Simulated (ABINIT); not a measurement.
# Cl (Cmce): G0W0 in ABINIT against the screening cutoff in the self-energy

How does the gap of Cl (Cmce) converge in the screening cutoff in the self-energy?

Main program and level: ABINIT 10.8.3; PBE and many-body steps on it, plane waves.

## (1) Starting point

Symmetry: Cmce, No. 64, orthorhombic system. Conventional cell: a = 6.290 Å, b = 4.500 Å, c = 8.210 Å, α = 90.00°, β = 90.00°, γ = 90.00°. Nearest to Cl lie 1 Cl at 2.02 Å.

The cell and positions come from the Crystallography Open Database and are kept as given unless a step says otherwise.

## (2) Screening, 4×4×2 mesh, 360 bands, screening to 217.7 eV

This step: ABINIT 10.8.3; RPA screening on PBE, plane waves, norm-conserving pseudopotentials.

The RPA dielectric matrix is built and inverted for each q.

Contents of run.abi:

```
acell 3*1.0 Angstrom
rprim 
  3.145000000000 -2.250000000000 0.000000000000
  3.145000000000 2.250000000000 0.000000000000
  0.000000000000 0.000000000000 8.210000000000
ntypat 1
znucl 17
natom 4
typat 1 1 1 1
xred 
  0.870000000000 0.130000000000 0.100000000000
  0.630000000000 0.370000000000 0.600000000000
  0.130000000000 0.870000000000 0.900000000000
  0.370000000000 0.630000000000 0.400000000000
pp_dirpath "pseudos"
pseudos "Cl.upf"
ecut 25
ngkpt 4 4 2
nshiftk 1
shiftk 0 0 0
kptopt 1
chksymbreak 0
istwfk *1
occopt 1
irdwfk 1
optdriver 3
nband 360
ecuteps 8
inclvkb 2
awtr 1
symchi 1
indata_prefix "in"
outdata_prefix "out"
tmpdata_prefix "tmp"
```

Run with:

```console
$ OMP_NUM_THREADS=1 mpirun -n 4 abinit run.abi > log
```

Output:

```text
.Version 10.8.3 of ABINIT. v10.8.2 released Aug 2026.

 Symmetries : space group Cm c a (# 64); Bravais oC (1-face-center ortho.)
[... echo of the input left out ...]
== DATASET  1 ==================================================================
-   mpi_nproc: 4, omp_nthreads: 1 (-1 if OMP is not activated)

--- !DatasetInfo
iteration_state: {dtset: 1, }
dimensions: {natom: 4, nkpt: 14, mband: 360, nsppol: 1, nspinor: 1, nspden: 1, mpw: 4726, }
cutoff_energies: {ecut:  25.0, pawecutdg:  -1.0, }
electrons: {nelect:   2.80000000E+01, charge:   0.00000000E+00, occopt:   1.00000000E+00, tsmear:   1.00000000E-02, }

 SCREENING: Calculation of the susceptibility and dielectric matrices

 Based on a program developped by R.W. Godby, V. Olevano, G. Onida, and L. Reining.
 Incorporated in ABINIT by V. Olevano, G.-M. Rignanese, and M. Torrent.
.Using double precision arithmetic ; gwpc =  8

[... cell and pseudopotentials left out ...]
--------------------------------------------------------------------------------

 ==== K-mesh for the wavefunctions ====
 Number of points in the irreducible wedge :    14
[... list of points left out ...]
 Together with  8 symmetry operations and time-reversal symmetry
 yields    32 points in the full Brillouin Zone.

 ==== Q-mesh for the screening function ====
 Number of points in the irreducible wedge :    14
[... list of points left out ...]
 Together with  8 symmetry operations and time-reversal symmetry
 yields    32 points in the full Brillouin Zone.

 setmesh: FFT mesh size selected  =    30x   30x   60
          total number of points  =        54000

 vcoul_init : cutoff-mode = AUXILIARY_FUNCTION
 q-points for optical limit:   1
     1)      0.000010    0.000020    0.000030

- screening: taking advantage of time-reversal symmetry
- Maximum band index for partially occupied states nbvw = 14
- Remaining bands to be divided among processors   nbcw = 346
- Number of bands treated by each node ~86

 Number of electrons calculated from density =   28.0000; Expected =   28.0000
 average of density, n =  0.035710
 r_s =    1.8838
 omega_plasma =   18.2284 [eV]

 calculating chi0 at frequencies [eV] :
  1    0.000000E+00    0.000000E+00
  2    0.000000E+00    1.822838E+01

--------------------------------------------------------------------------------
  q-point number  1        q = ( 0.000000, 0.000000, 0.000000) [r.l.u.]
--------------------------------------------------------------------------------
[... chi0 elements left out ...]
 For q-point:  0.000010 0.000020 0.000030
  dielectric constant =   2.8102
  dielectric constant without local fields =   3.4624

  Average fulfillment of the sum rule on Im[epsilon] for q-point    1 :     84.19  [%]
[... wings left out ...]
  q-point number  2        q = ( 0.250000, 0.000000, 0.000000) [r.l.u.]
--------------------------------------------------------------------------------
[... chi0 elements left out ...]
  Average fulfillment of the sum rule on Im[epsilon] for q-point    2 :     85.47  [%]

 [... 12 further q-points ...]
```

Wall time 12 min (4 MPI ranks of Arm Neoverse V2, shared host); peak memory 5.5 GiB.

Numbers from this step:

```yaml
eps_infinity_with_local_fields_on_this_mesh_along_the_program_s_q_direction: 2.810
the_same_without_local_fields: 3.462
plasma_frequency: 18.23 eV
plane_waves_in_the_screening_matrix: 865
```

Local fields lower ε∞ by 19 %. On a Γ-centred mesh this coarse the value itself is usually too large, while a short band sum pulls it down.

## (3) 0.8 Ha

This step: G0W0 on PBE, plane waves, norm-conserving pseudopotentials.

Changes to run.abi since step 2:

```diff
@@ -25,8 +25,17 @@
 irdwfk 1
-optdriver 3
+optdriver 4
 nband 360
-ecuteps 8
-inclvkb 2
-awtr 1
-symchi 1
+gwcalctyp 0
+ecutsigx 25
+symsigma 1
+nkptgw 2
+kptgw 
+  0.5000000000 0.5000000000 0.0000000000
+  0.0000000000 0.0000000000 0.0000000000
+bdgw 
+  13 16
+  13 16
+ecuteps 0.8
+irdscr 1
+ppmodel 1
 indata_prefix "in"
```

Output:

```text
.Version 10.8.3 of ABINIT. v10.8.2 released Aug 2026.

 Symmetries : space group Cm c a (# 64); Bravais oC (1-face-center ortho.)
[... echo of the input left out ...]
== DATASET  1 ==================================================================
-   mpi_nproc: 4, omp_nthreads: 1 (-1 if OMP is not activated)

--- !DatasetInfo
iteration_state: {dtset: 1, }
dimensions: {natom: 4, nkpt: 14, mband: 360, nsppol: 1, nspinor: 1, nspden: 1, mpw: 4726, }
cutoff_energies: {ecut:  25.0, pawecutdg:  -1.0, }
electrons: {nelect:   2.80000000E+01, charge:   0.00000000E+00, occopt:   1.00000000E+00, tsmear:   1.00000000E-02, }

 SIGMA: Calculation of the GW corrections

 Based on a program developped by R.W. Godby, V. Olevano, G. Onida, and L. Reining.
 Incorporated in ABINIT by V. Olevano, G.-M. Rignanese, and M. Torrent.
.Using double precision arithmetic ; gwpc =  8

[... cell and pseudopotentials left out ...]
--------------------------------------------------------------------------------

 ==== K-mesh for the wavefunctions ====
 Number of points in the irreducible wedge :    14
[... list of points left out ...]
 Together with  8 symmetry operations and time-reversal symmetry
 yields    32 points in the full Brillouin Zone.

 ==== Q-mesh for screening function ====
 Number of points in the irreducible wedge :    14
[... list of points left out ...]
 Together with  8 symmetry operations and time-reversal symmetry
 yields    32 points in the full Brillouin Zone.

 vcoul_init : cutoff-mode = AUXILIARY_FUNCTION
 q-points for optical limit:   1
     1)      0.000010    0.000020    0.000030
 setmesh: FFT mesh size selected  =    36x   36x   72
          total number of points  =        93312

 Number of electrons calculated from density =   28.0000; Expected =   28.0000
 average of density, n =  0.035710
 r_s =    1.8838
 omega_plasma =   18.2284 [eV]

 === KS Band Gaps ===
  >>>> For spin  1
   Minimum direct gap =   2.5251 [eV], located at k-point      :   0.0000  0.0000  0.0000
   Fundamental gap    =   2.4691 [eV], Top of valence bands at :   0.5000  0.5000  0.0000
                                       Bottom of conduction at :   0.0000  0.0000  0.0000
 SIGMA fundamental parameters:
 PLASMON POLE MODEL  1
 number of plane-waves for SigmaX                 4675
 number of plane-waves for SigmaC and W             33
 number of plane-waves for wavefunctions          4675
 number of bands                                   360
 number of independent spin polarizations            1
 number of spinorial components                      1
 number of k-points in IBZ                          14
 number of q-points in IBZ                          14
 number of symmetry operations                       8
 number of k-points in BZ                           32
 number of q-points in BZ                           32
 number of frequencies for dSigma/dE                 9
 frequency step for dSigma/dE [eV]                0.25
 number of omega for Sigma on real axis              0
 max omega for Sigma on real axis  [eV]           0.00
 zcut for avoiding poles [eV]                     0.10

 EPSILON^-1 parameters (SCR file):
 dimension of the eps^-1 matrix on file            865
 dimension of the eps^-1 matrix used                33
 number of plane-waves for wavefunctions          4675
 number of bands                                   360
 number of q-points in IBZ                          14
 number of frequencies                               2
 number of real frequencies                          1
 number of imag frequencies                          1

 matrix elements of self-energy operator (all in [eV])

 Perturbative Calculation

--- !SelfEnergy_ee
iteration_state: {dtset: 1, }
kpoint     : [   0.500,    0.500,    0.000, ]
spin       : 1
KS_gap     :    2.546
QP_gap     :    5.895
Delta_QP_KS:    3.349
data: !SigmaeeData |
     Band     E0 <VxcDFT>   SigX SigC(E0)      Z dSigC/dE  Sig(E)    E-E0       E
       13  -1.186 -14.321 -18.741   2.705   0.825  -0.212 -15.737  -1.416  -2.602
       14  -0.824 -14.674 -19.122   2.741   0.828  -0.208 -16.087  -1.414  -2.237
       15   1.722 -14.106  -8.998  -2.781   0.832  -0.202 -12.171   1.935   3.657
       16   1.912 -14.243  -9.064  -2.769   0.830  -0.205 -12.243   2.000   3.912

--- !SelfEnergy_ee
iteration_state: {dtset: 1, }
kpoint     : [   0.000,    0.000,    0.000, ]
spin       : 1
KS_gap     :    2.525
QP_gap     :    5.800
Delta_QP_KS:    3.275
data: !SigmaeeData |
     Band     E0 <VxcDFT>   SigX SigC(E0)      Z dSigC/dE  Sig(E)    E-E0       E
       13  -0.970 -14.511 -19.022   2.749   0.827  -0.209 -15.968  -1.457  -2.427
       14  -0.880 -14.708 -19.184   2.759   0.827  -0.209 -16.128  -1.420  -2.300
       15   1.645 -13.980  -8.981  -2.772   0.833  -0.200 -12.125   1.855   3.500
       16   2.208 -14.626  -9.222  -2.856   0.827  -0.209 -12.518   2.108   4.316

== END DATASET(S) ==============================================================
================================================================================

 -outvars: echo values of variables after computation  --------
           etotal      0.0000000000E+00
            nband         360
             nkpt          14
          spgroup          64
 [... the other variables as echoed above ...]

 Calculation completed.
```

Wall time 7.2 s (4 MPI ranks); peak memory 4.1 GiB.

This step gave:

- G0W0 gap on the points computed: 5.737 eV
- starting gap on the mesh: 2.469 eV
- k of the valence top: 0.5, 0.5, 0
- k of the conduction bottom: 0, 0, 0
- Z at the valence top: 0.828
- Z at the conduction bottom: 0.833
- least direct G0W0 gap on the computed points: 5.8 eV

## (4) 1.6 Ha

Changes to run.abi since step 3:

```diff
@@ -37,3 +37,3 @@
   13 16
-ecuteps 0.8
+ecuteps 1.6
 irdscr 1
```

Output:

```text
.Version 10.8.3 of ABINIT. v10.8.2 released Aug 2026.

 Symmetries : space group Cm c a (# 64); Bravais oC (1-face-center ortho.)
[... echo of the input left out ...]
== DATASET  1 ==================================================================
-   mpi_nproc: 4, omp_nthreads: 1 (-1 if OMP is not activated)

--- !DatasetInfo
iteration_state: {dtset: 1, }
dimensions: {natom: 4, nkpt: 14, mband: 360, nsppol: 1, nspinor: 1, nspden: 1, mpw: 4726, }
cutoff_energies: {ecut:  25.0, pawecutdg:  -1.0, }
electrons: {nelect:   2.80000000E+01, charge:   0.00000000E+00, occopt:   1.00000000E+00, tsmear:   1.00000000E-02, }

 SIGMA: Calculation of the GW corrections

 Based on a program developped by R.W. Godby, V. Olevano, G. Onida, and L. Reining.
 Incorporated in ABINIT by V. Olevano, G.-M. Rignanese, and M. Torrent.
.Using double precision arithmetic ; gwpc =  8

[... cell and pseudopotentials left out ...]
--------------------------------------------------------------------------------

 ==== K-mesh for the wavefunctions ====
 Number of points in the irreducible wedge :    14
[... list of points left out ...]
 Together with  8 symmetry operations and time-reversal symmetry
 yields    32 points in the full Brillouin Zone.

 ==== Q-mesh for screening function ====
 Number of points in the irreducible wedge :    14
[... list of points left out ...]
 Together with  8 symmetry operations and time-reversal symmetry
 yields    32 points in the full Brillouin Zone.

 vcoul_init : cutoff-mode = AUXILIARY_FUNCTION
 q-points for optical limit:   1
     1)      0.000010    0.000020    0.000030
 setmesh: FFT mesh size selected  =    36x   36x   72
          total number of points  =        93312

 Number of electrons calculated from density =   28.0000; Expected =   28.0000
[...]
number of omega for Sigma on real axis              0
 max omega for Sigma on real axis  [eV]           0.00
 zcut for avoiding poles [eV]                     0.10

 EPSILON^-1 parameters (SCR file):
 dimension of the eps^-1 matrix on file            865
 dimension of the eps^-1 matrix used                65
 number of plane-waves for wavefunctions          4675
 number of bands                                   360
 number of q-points in IBZ                          14
 number of frequencies                               2
 number of real frequencies                          1
 number of imag frequencies                          1

 matrix elements of self-energy operator (all in [eV])

 Perturbative Calculation

--- !SelfEnergy_ee
iteration_state: {dtset: 1, }
kpoint     : [   0.500,    0.500,    0.000, ]
spin       : 1
KS_gap     :    2.546
QP_gap     :    5.746
Delta_QP_KS:    3.200
data: !SigmaeeData |
     Band     E0 <VxcDFT>   SigX SigC(E0)      Z dSigC/dE  Sig(E)    E-E0       E
       13  -1.186 -14.321 -18.741   2.704   0.812  -0.232 -15.714  -1.393  -2.579
       14  -0.824 -14.674 -19.122   2.736   0.813  -0.230 -16.066  -1.392  -2.216
       15   1.722 -14.106  -8.998  -2.898   0.818  -0.222 -12.298   1.808   3.530
[...]
--- !SelfEnergy_ee
iteration_state: {dtset: 1, }
kpoint     : [   0.000,    0.000,    0.000, ]
spin       : 1
KS_gap     :    2.525
QP_gap     :    5.632
Delta_QP_KS:    3.107
data: !SigmaeeData |
     Band     E0 <VxcDFT>   SigX SigC(E0)      Z dSigC/dE  Sig(E)    E-E0       E
[...]
15   1.645 -13.980  -8.981  -2.883   0.820  -0.220 -12.245   1.735   3.380
       16   2.208 -14.626  -9.222  -2.995   0.813  -0.231 -12.669   1.958   4.165

== END DATASET(S) ==============================================================
================================================================================

 -outvars: echo values of variables after computation  --------
           etotal      0.0000000000E+00
            nband         360
             nkpt          14
          spgroup          64
 [... the other variables as echoed above ...]

 Calculation completed.
```

The job ended after 8.4 s (4 MPI ranks; peak memory 4.1 GiB).

This step gave:

```yaml
g0w0_gap_on_the_points_computed: 5.596 eV
starting_gap_on_the_mesh: 2.469 eV
k_of_the_valence_top: 0.5, 0.5, 0
k_of_the_conduction_bottom: 0, 0, 0
z_at_the_valence_top: 0.813
z_at_the_conduction_bottom: 0.82
least_direct_g0w0_gap_on_the_computed_points: 5.632 eV
```

## (5) 2.8 Ha

The self-energy is evaluated for the states that the input lists, and the levels follow from it, in one-shot runs by the linearised quasiparticle equation.

Changes to run.abi since step 4:

```diff
@@ -37,3 +37,3 @@
   13 16
-ecuteps 1.6
+ecuteps 2.8
 irdscr 1
```

Output:

```text
.Version 10.8.3 of ABINIT. v10.8.2 released Aug 2026.

 Symmetries : space group Cm c a (# 64); Bravais oC (1-face-center ortho.)
[... echo of the input left out ...]
== DATASET  1 ==================================================================
-   mpi_nproc: 4, omp_nthreads: 1 (-1 if OMP is not activated)

--- !DatasetInfo
iteration_state: {dtset: 1, }
dimensions: {natom: 4, nkpt: 14, mband: 360, nsppol: 1, nspinor: 1, nspden: 1, mpw: 4726, }
cutoff_energies: {ecut:  25.0, pawecutdg:  -1.0, }
[...]
Band     E0 <VxcDFT>   SigX SigC(E0)      Z dSigC/dE  Sig(E)    E-E0       E
[...]
15   1.645 -13.980  -8.981  -3.156   0.803  -0.245 -12.500   1.480   3.125
       16   2.208 -14.626  -9.222  -3.335   0.795  -0.258 -12.982   1.645   3.852

== END DATASET(S) ==============================================================
================================================================================

 -outvars: echo values of variables after computation  --------
           etotal      0.0000000000E+00
            nband         360
             nkpt          14
          spgroup          64
 [... the other variables as echoed above ...]

 Calculation completed.
```

The job ended after 16 s (4 MPI ranks; peak memory 2.9 GiB).

This step gave:

```
G0W0 gap on the points computed              : 5.499 eV
starting gap on the mesh                     : 2.469 eV
k of the valence top                         : 0.5, 0.5, 0
k of the conduction bottom                   : 0, 0, 0
least direct G0W0 gap on the computed points : 5.55 eV
```

The gap on the mesh goes from 2.47 eV to 5.50 eV, a correction of +3.03 eV.

(Continued in part 2 of 2.)

[Paths, hosts, dates, memory and timing lines, banners, echoed tables and standing remarks are left out of the program output.]

[Logs are printed without paths, hosts, clocks, repeated set-up lines and the standing remarks that a program may print on its own settings, such as how far it seeks lower states.]

[Runs of the session that timed out or met a known fault of the program may be left out.]

[Hosts, paths, dates, database ids (printed as entryN), source tags and the programs' standing remarks are cut or masked in the printed files.]

[G0W0 gaps are taken among the corrected bands and points alone; a level outside them can change the order at an edge.]

[Where Ansatz stands beside ABINIT at settings called matched, ABINIT's density can come from a denser mesh and the files from another edition; pairs whose starting gaps differed by over 0.03 eV were left out, so agreement reads better than it is.]
